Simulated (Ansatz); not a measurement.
# GaAs (F-43m): thermal expansion from first principles

Wanted: α(T), C_P(T) and B(T) of GaAs in the quasi-harmonic approximation.

What experiment has found for this phase:
- volume expansion coefficient 16.2 1e-6/K, heat capacity C_P per formula unit 46.8 J/mol/K and bulk modulus 74.8 GPa near room temperature (given in “High-Throughput Prediction of Finite-Temperature Properties using the Quasi-Harmonic Approximation”, 2016, arXiv:1603.06924)

Main program and level: Ansatz 0.2.0; DFT LDA, scalar-relativistic, plane waves, PAW, in the first sound run; inputs show where later runs differ.

## 1. Set-up

Symmetry: F-43m, No. 216, cubic system. The conventional cell has a = 5.654 Å, b = 5.654 Å, c = 5.654 Å, α = 90.00°, β = 90.00°, γ = 90.00°. Nearest to Ga lie 4 As at 2.45 Å. Nearest to As lie 4 Ga at 2.45 Å. Farther neighbours are not listed.

As a file:

```cif
data_structure
_symmetry_space_group_name_H-M 'P 1'
_symmetry_Int_Tables_number 1
_cell_length_a 3.9978
_cell_length_b 3.9978
_cell_length_c 3.9978
_cell_angle_alpha 60.000
_cell_angle_beta 60.000
_cell_angle_gamma 60.000
_cell_volume 45.18
loop_
_atom_site_label
_atom_site_type_symbol
_atom_site_fract_x
_atom_site_fract_y
_atom_site_fract_z
_atom_site_occupancy
Ga1 Ga 0.00000 0.00000 0.00000 1
As2 As 0.25000 0.25000 0.25000 1
```

## 2. Probe on a coarse mesh

Before spending time, one coarse run tells the gap and the pressure of the starting cell.

The input, input.yaml:

```yaml
crystal:
  lattice:
    - [0.0, 2.82685, 2.82685]
    - [2.82685, 0.0, 2.82685]
    - [2.82685, 2.82685, 0.0]
  atoms:
    - { symbol: Ga, position: [0.0, 0.0, 0.0] }
    - { symbol: As, position: [0.25, 0.25, 0.25] }
kpoints:
  mp_grid: { grid: [6, 6, 6] }
hamiltonian:
  xc: lda
scf:
  occupations: { method: gaussian, width: 0.1 }
  lower_state_search: "off"
output:
  forces: true
  stress: true
  eigenvalues: true
```

Started as:

```sh
ansatz run input.yaml --threads 8 --pin off --max-ram 16384MiB --backend cpu --events-out ev --progress --plain --runs-dir out
```

Numbers of over 12 decimals in the logs are rounded to 6 here.

Output:

```text
Engine: ansatz 0.2.0, aarch64-unknown-linux-gnu
Pseudopotentials: kind: paw
Pseudopotential: Ga, paw, valence charge 13, recommended cutoff 420 eV (normal), Ga.paw.azcp
Pseudopotential: As, paw, valence charge 15, recommended cutoff 420 eV (normal), As.paw.azcp
Functional definition: SPW92
  exchange = slater_x
  correlation = pw_c
Crystal: 2 atoms, lattice volume = 45.179 Å³
Basis set: ecut = 420 eV, 893 PW (Γ)
Bands: 18, of which v1, the nominal top of the filled ones, is band 14 counted from 1 (13 counted from 0)
Symmetry: 24 space group operations
Space group: F-43m (ITA 216), of the structure as read, at distance tolerance 3.6e-5 Å
k-points: 16 of 216 (time reversal used)
Non-local potential: Ga, projectors of the file, l = 0: 2, l = 1: 2, l = 2: 3, l = 3: 1
Non-local potential: As, projectors of the file, l = 0: 2, l = 1: 2, l = 2: 3, l = 3: 1
PAW form: soft (Blöchl's): semilocal exchange-correlation on the pseudo side does not see the compensation charge
PAW frozen core: Ga, regenerated for the run's functional, and the local potential with it (the file was generated under x = pbe(κ = 0.804, μ = 0.219515), c = pbe(β = 0.066725))
PAW frozen core: As, regenerated for the run's functional, and the local potential with it (the file was generated under x = pbe(κ = 0.804, μ = 0.219515), c = pbe(β = 0.066725))
PAW one-centre angular grid: Ga, 590 points (default); XC on 64 Gauss nodes
PAW one-centre angular grid: As, 590 points (default); XC on 64 Gauss nodes
Initial density: superposition of atomic densities (neutral atoms: chi_scale 0, normalization atom), corrected by the library's trained network
Initial wavefunctions: pseudopotential atomic-orbital guess
Functional: x = slater, c = lda
SCF iter   1: F=—  HF=-8481.265392 eV  |F-HF|=—  |Δ(HF+E_count)|=         —  Δρ=4.66e-3  dr2=6.02e-3  ethr=1.77e-3  ⟨swp⟩=5.2  Hψ=1342  notcnv=0
preconditioner: auto → none  [insulator: Δε(μ)=0.256 eV  Ē_g=15.464 eV  σ=0.100 eV  W_gap=0.92  n_scr=14 (ndim 8)  ℏωp=23.4 eV  f_vac=0.086  D(μ)=0.03/eV (n_scr^D=0)  ε∞_Penn≈3.3]
SCF iter   2: F=—  HF=-8481.262737 eV  |F-HF|=—  |Δ(HF+E_count)|=   2.65e-3  Δρ=2.35e-3  dr2=9.40e-4  ethr=2.15e-5  ⟨swp⟩=2.3  Hψ=630  notcnv=0
SCF iter   3: F=—  HF=-8481.262683 eV  |F-HF|=—  |Δ(HF+E_count)|=   5.34e-5  Δρ=6.31e-4  dr2=1.77e-4  ethr=3.36e-6  ⟨swp⟩=2.0  Hψ=426  notcnv=0
SCF iter   4: F=—  HF=-8481.262602 eV  |F-HF|=—  |Δ(HF+E_count)|=   8.10e-5  Δρ=2.31e-4  dr2=1.06e-5  ethr=6.33e-7  ⟨swp⟩=2.0  Hψ=430  notcnv=0
SCF iter   5: F=—  HF=-8481.262608 eV  |F-HF|=—  |Δ(HF+E_count)|=   5.87e-6  Δρ=1.51e-5  dr2=1.01e-7  ethr=3.77e-8  ⟨swp⟩=2.0  Hψ=368  notcnv=0
SCF iter   6: F=-8481.262608 eV  HF=-8481.262608 eV  |F-HF|=2.78e-9  |Δ(HF+E_count)|=   1.48e-8  Δρ=3.56e-6  dr2=3.05e-9  ethr=3.57e-10  ⟨swp⟩=4.8  Hψ=1157  notcnv=0
SCF 1 converged in 6 iterations: F = -8481.262608 eV  dr2 = 3.05e-9
  greatest PAW one-centre occupation: 0.999 electrons in one spin orbital (limit 2), on the As atom at site 1 (counted from 0), in its partial waves of l = 2
SCF converged after 6 iterations
Free energy (F): -8481.262608 eV
Harris-Foulkes:  -8481.262608 eV  (|F-HF|=2.78e-9)
Internal energy: -8481.262483 eV  (E = F + TS)
E sigma→0 (E₀):  -8481.262546 eV
Entropy (-TS):   -0.000125 eV (-0.062 meV/atom)
Fermi energy:    8.036151 eV
--- Per-component energies (eV) ---
  E_band       = -323.586376
  E_kinetic    = 220.254257
  E_local      = -3927.327366  (includes V_loc(G=0)·N_el)
  E_nonlocal   = -238.474473
  E_hartree    = 1973.998503
  E_xc         = -147.866394
  E_vxc        = -138.330442  (∫ρ·V_xc dr)
  E_paw        = -3666.922789  (= ΣΔE_a)
  E_vpaw       = -187.705536  (= ΣTr[D̂ρ^β])
  E_aug_tail   = -0.000146  (compensation charges beyond the density's cutoff)
  E_ewald      = -2698.727786
  E_core_change = 3.803710  (= ΣΔE_core)
  E_smearing   = -0.000125  (= −TS)
  E_closure    = -0.000000  (closes the sum)
  Σ components = -8481.262608   (vs F -8481.262608, Δ=0.00e0)
--- Forces (eV/Å), atoms counted from 1 ---
  atom   1  Ga     0.00000000    -0.00000000    -0.00000000
  atom   2  As    -0.00000000    -0.00000000     0.00000000
  max |Σ_I F_I| component: 2.57e-16 eV/Å
--- Stress (GPa, compression-positive) ---
       -1.918356       0.000000      -0.000000
        0.000000      -1.918356       0.000000
       -0.000000       0.000000      -1.918356
  P = ⅓ Tr σ = -1.9184 GPa (-19.184 kbar)
--- Band table (eV; the first three rows and the last of 16) ---
  k-point 0: bands = [... 10 lower, -4.9044, 7.8797, 7.8797, 7.8797, 8.1597, 11.5588, 11.5588, 11.5588]
  k-point 1: bands = [... 10 lower, -4.5851, 5.0947, 7.4968, 7.4968, 9.3597, 12.1060, 12.1060, 12.4479]
  k-point 2: bands = [... 10 lower, -3.7606, 2.4399, 6.9495, 6.9495, 8.9393, 12.5264, 12.5265, 14.9652]
  k-point 15: bands = [... 10 lower, -2.3681, 1.1352, 4.5136, 4.6546, 11.0504, 11.2398, 14.8856, 15.1926]
```

The job ended after 0.44 s (8 threads of Arm Neoverse V1, shared host; peak memory 0.34 GiB).

Numbers from this step:

```yaml
pressure: -1.918 GPa
volume_per_atom: 22.59 Å³/atom
gap_on_the_k_mesh: 0.2800 eV
```

The start is under -1.9 GPa at this level and looks like an insulator or semiconductor on this mesh.

## 3. Relaxation

The vibrations must be taken about the equilibrium of this functional, not about the starting cell, so the structure is relaxed.

input.yaml, the sections that differ from step 2:

```yaml
kpoints:
  mp_grid: { grid: [12, 12, 12] }
scf:
  occupations: { method: gaussian, width: 0.01 }
  lower_state_search: "off"
relax:
  adjacent_minimum: "off"
  f_tol: 0.005
  max_steps: 80
  cell: { stress_tol: 0.05 }
# crystal, hamiltonian, output: as in step 2
```

Output:

```text
[...]
Crystal: 2 atoms, lattice volume = 45.179 Å³
Basis set: ecut = 420 eV, 893 PW (Γ)
Bands: 18, of which v1, the nominal top of the filled ones, is band 14 counted from 1 (13 counted from 0)
Symmetry: 24 space group operations
[...]
k-points: 72 of 1728 (time reversal used)
[...]
SCF iter   1: F=—  HF=-8481.293475 eV  |F-HF|=—  |Δ(HF+E_count)|=         —  Δρ=5.25e-3  dr2=8.39e-3  ethr=1.77e-3  ⟨swp⟩=6.0  Hψ=6090  notcnv=0
[...]
SCF iter   6: F=-8481.290361 eV  HF=-8481.290361 eV  |F-HF|=4.07e-9  |Δ(HF+E_count)|=  3.02e-10  Δρ=4.45e-6  dr2=4.49e-9  ethr=3.52e-10  ⟨swp⟩=2.9  Hψ=4815  notcnv=0
SCF 1 converged in 6 iterations: F = -8481.290361 eV  dr2 = 4.49e-9
[...]
relax step   1: F+E_penalty+E_count = -8481.29036125 eV  Δ(F+E_penalty+E_count) = +0.000e0 eV  max|allowed force component| = 1.018e-16 eV/Å  Δτ_max = 0.0000 Å  P = -1.877 GPa  Ω = 45.179 Å³  (6 SCF iters, dr2 threshold 1.00e-7 eV, accepted)
Crystal: 2 atoms, lattice volume = 44.191 Å³
Basis set: ecut = 420 eV, 869 PW (Γ)
[...]
iter 1 solved again at ethr=1.88e-6 eV; its pass at ethr=3.10e-3 eV (dr2=5.26e-4 eV) is discarded
[...]
SCF iter   5: F=-8481.297507 eV  HF=-8481.297507 eV  |F-HF|=5.91e-8  |Δ(HF+E_count)|=   1.03e-8  Δρ=9.59e-6  dr2=3.04e-8  ethr=7.14e-10  ⟨swp⟩=5.0  Hψ=5691  notcnv=0
SCF 2 converged in 5 iterations: F = -8481.297507 eV  dr2 = 3.04e-8
relax step   2: F+E_penalty+E_count = -8481.29750656 eV  Δ(F+E_penalty+E_count) = -7.145e-3 eV  max|allowed force component| = 3.527e-17 eV/Å  Δτ_max = 0.0000 Å  P = -0.351 GPa  Ω = 44.191 Å³  energy of the carried Pulay correction = +1.785e-4 eV  (5 SCF iters, dr2 threshold 2.00e-7 eV, accepted)
Crystal: 2 atoms, lattice volume = 43.970 Å³
[...]
SCF iter   4: F=-8481.297779 eV  HF=-8481.297779 eV  |F-HF|=8.64e-9  |Δ(HF+E_count)|=   1.52e-7  Δρ=8.36e-6  dr2=1.38e-8  ethr=7.14e-10  ⟨swp⟩=5.0  Hψ=5956  notcnv=0
SCF 3 converged in 4 iterations: F = -8481.297779 eV  dr2 = 1.38e-8
relax step   3: F+E_penalty+E_count = -8481.29777892 eV  Δ(F+E_penalty+E_count) = -2.724e-4 eV  max|allowed force component| = 4.568e-17 eV/Å  Δτ_max = 0.0000 Å  P = +0.018 GPa  Ω = 43.970 Å³  energy of the carried Pulay correction = +2.190e-4 eV  (4 SCF iters, dr2 threshold 2.00e-7 eV, accepted)
[...]
SCF iter   1: F=—  HF=-8481.297564 eV  |F-HF|=—  |Δ(HF+E_count)|=         —  Δρ=2.12e-5  dr2=6.88e-8  ethr=3.07e-7  ⟨swp⟩=2.9  Hψ=9167  notcnv=0
eigensolver tolerance schedule: the retry pair's looser diagonalisation over-reported the residual by 1247.82 of it (diagonalisation noise at 0.14 of the residual, at the tolerance the schedule requests for it); recorded, not acted on — ethr = c·dr2/N_el stays at c = 1.0e-1
[...]
SCF iter   2: F=—  HF=-8481.297563 eV  |F-HF|=—  |Δ(HF+E_count)|=   1.51e-6  Δρ=1.77e-5  dr2=6.53e-8  ethr=2.46e-10  ⟨swp⟩=2.1  Hψ=2346  notcnv=0
[...]
SCF iter   6: F=-8481.297563 eV  HF=-8481.297563 eV  |F-HF|=3.64e-12  |Δ(HF+E_count)|=  1.82e-12  Δρ=6.12e-8  dr2=5.76e-13  ethr=1.00e-12  ⟨swp⟩=5.0  Hψ=5501  notcnv=0
SCF 4 converged in 6 iterations: F = -8481.297563 eV  dr2 = 5.76e-13
relax step   4: F+E_penalty+E_count = -8481.29756294 eV  Δ(F+E_penalty+E_count) = +2.160e-4 eV  max|allowed force component| = 5.146e-17 eV/Å  Δτ_max = 0.0000 Å  P = +0.017 GPa  Ω = 43.970 Å³  stress off target by 1.73e-2 GPa  SCF on the basis re-selected at this cell (its energy is not comparable with the rows above)  (6 SCF iters)
basis re-selected at this cell: Δ(F+E_penalty+E_count) = +2.160e-4 eV, ΔP = -0.001 GPa vs the last step (what re-selecting the basis moved, of the pressure what is left beyond the Pulay correction that the steps carried, after the strain that the cell walked since its last selection, with what the two solves' SCF thresholds leave and, on support functions, any second-order correction that the steps lacked; it is no m [...]
SCF converged after 6 iterations
Free energy (F): -8481.297563 eV
[...]
Internal energy: -8481.297563 eV  (E = F + TS)
E sigma→0 (E₀):  -8481.297563 eV
Fermi energy:    8.486661 eV
[...]
--- Stress (GPa, compression-positive) ---
        0.017272      -0.000000      -0.000000
       -0.000000       0.017272       0.000000
        0.000000       0.000000       0.017272
  P = ⅓ Tr σ = 0.0173 GPa (0.173 kbar)
--- Band table (eV; the first three rows and the last of 72) ---
  k-point 0: bands = [... 10 lower, -4.7379, 8.2423, 8.2423, 8.2423, 8.7308, 11.9378, 11.9378, 11.9378]
  k-point 1: bands = [... 10 lower, -4.6528, 6.9893, 8.1229, 8.1229, 9.5894, 12.0918, 12.1129, 12.1129]
  k-point 2: bands = [... 10 lower, -4.4053, 5.4536, 7.8440, 7.8440, 9.8389, 12.5023, 12.5023, 12.9032]
  k-point 71: bands = [... 10 lower, -2.0625, 1.4400, 4.5583, 4.7491, 12.8959, 12.9051, 13.6316, 14.2113]
--- Relaxed structure (3 steps of the walk, 3 accepted, 1 SCFs on fresh bases) ---
  F+E_penalty+E_count = -8481.29756294 eV   max|allowed force component| = 5.146e-17 eV/Å   (the final SCF, on the basis selected at the relaxed cell)
  cell:  # Å, volume = 43.9700 Å³
    - [0, 2.801402, 2.801402]
    - [2.801402, 0, 2.801402]
    - [2.801402, 2.801402, 0]
  atoms:
    - { symbol: Ga, position: [0, 0, 0] }
    - { symbol: As, position: [0.25, 0.25, 0.25] }
```

Wall time 3.9 s (8 threads); peak memory 0.46 GiB.

The steps of the relaxation:

```
step  energy less that of the first step (eV)  largest force component (eV/Å)  pressure (GPa)  volume (Å³)
   1                                   0.0000                          0.0000           -1.88        45.18
   2                                  -0.0071                          0.0000           -0.35        44.19
   3                                  -0.0074                          0.0000            0.02        43.97
  4*                                  -0.0072                          0.0000            0.02        43.97
```

Relaxation steps marked * repeat the geometry before them on a plane-wave basis chosen anew for their cell, so energy and pressure can jump there.

The run keeps the 24 symmetry operations that it works with, so distortions that break them were not tested.

```
conventional cell, symmetrised  before  after  change
                         a (Å)   5.654  5.603  -0.9 %
                         b (Å)   5.654  5.603  -0.9 %
                         c (Å)   5.654  5.603  -0.9 %
              volume (Å³/atom)   22.59  21.98  -2.7 %
```

The relaxed structure:

```xyz
2
Lattice="0.0000 2.8014 2.8014 2.8014 0.0000 2.8014 2.8014 2.8014 0.0000" Properties=species:S:1:pos:R:3 pbc="T T T"
Ga    0.0000    0.0000    0.0000
As    1.4007    1.4007    1.4007
```

Numbers from this step:

```yaml
pressure: 0.01727 GPa
gap_on_the_k_mesh: 0.4886 eV
volume_per_atom: 21.98 Å³/atom
```

The relaxation ends with a pressure of 0.02 GPa.

## 4. Tight relaxation

The thresholds are tightened for a last relaxation ahead of the phonons, and where mesh or smearing change with them the cell follows.

input.yaml, the sections that differ from step 3:

```yaml
crystal:
  lattice:
    - [0.0, 2.8014019407, 2.8014019407]
    - [2.8014019407, 0.0, 2.8014019407]
    - [2.8014019407, 2.8014019407, 0.0]
  atoms:
    - { symbol: Ga, position: [0.0, 0.0, 0.0] }
    - { symbol: As, position: [0.25, 0.25, 0.25] }
scf:
  occupations: { method: fixed }
  lower_state_search: "off"
relax:
  adjacent_minimum: "off"
  f_tol: 0.001
  max_steps: 60
  cell: { stress_tol: 0.01 }
# kpoints, hamiltonian, output: as in step 3
```

Output:

```text
[...]
Crystal: 2 atoms, lattice volume = 43.970 Å³
Basis set: ecut = 420 eV, 869 PW (Γ)
Bands: 18, of which v1, the nominal top of the filled ones, is band 14 counted from 1 (13 counted from 0)
Symmetry: 24 space group operations
[...]
k-points: 72 of 1728 (time reversal used)
[...]
k-point 71: bands = [... 10 lower, -2.0646, 1.4382, 4.5567, 4.7474, 12.8932, 12.9016, 13.6284, 14.2086]
--- Relaxed structure (2 steps of the walk, 2 accepted, 1 SCFs on fresh bases) ---
[...]
cell:  # Å, volume = 43.9781 Å³
    - [0, 2.801575, 2.801575]
    - [2.801575, 0, 2.801575]
    - [2.801575, 2.801575, 0]
  atoms:
    - { symbol: Ga, position: [0, 0, 0] }
    - { symbol: As, position: [0.250000, 0.250000, 0.250000] }
[key lines of the parts left out:]
SCF converged after 6 iterations
Free energy (F): -8481.297562 eV
Fermi energy:    8.239670 eV
P = ⅓ Tr σ = 0.0036 GPa (0.036 kbar)
```

The job ended after 2.9 s (8 threads; peak memory 0.45 GiB).

Little changed from the start: no atom moved by 0.005 Å and no cell edge by 0.1 %.

This step gave:

| Item | Value |
| --- | --- |
| pressure | 0.003571 GPa |
| gap on the k-mesh | 0.4872 eV |
| volume per atom | 21.99 Å³/atom |

The residual pressure is 0.0036 GPa, small enough for phonons.

(Part 1 of 4 ends here.)

[Logs are printed without paths, hosts, clocks, repeated set-up lines and the standing remarks that a program may print on its own settings, such as how far it seeks lower states.]

[Hosts, paths, dates, database ids (printed as entryN), source tags and the programs' standing remarks are cut or masked in the printed files.]

[A step with changed settings may run another functional than the one named; its input shows which.]
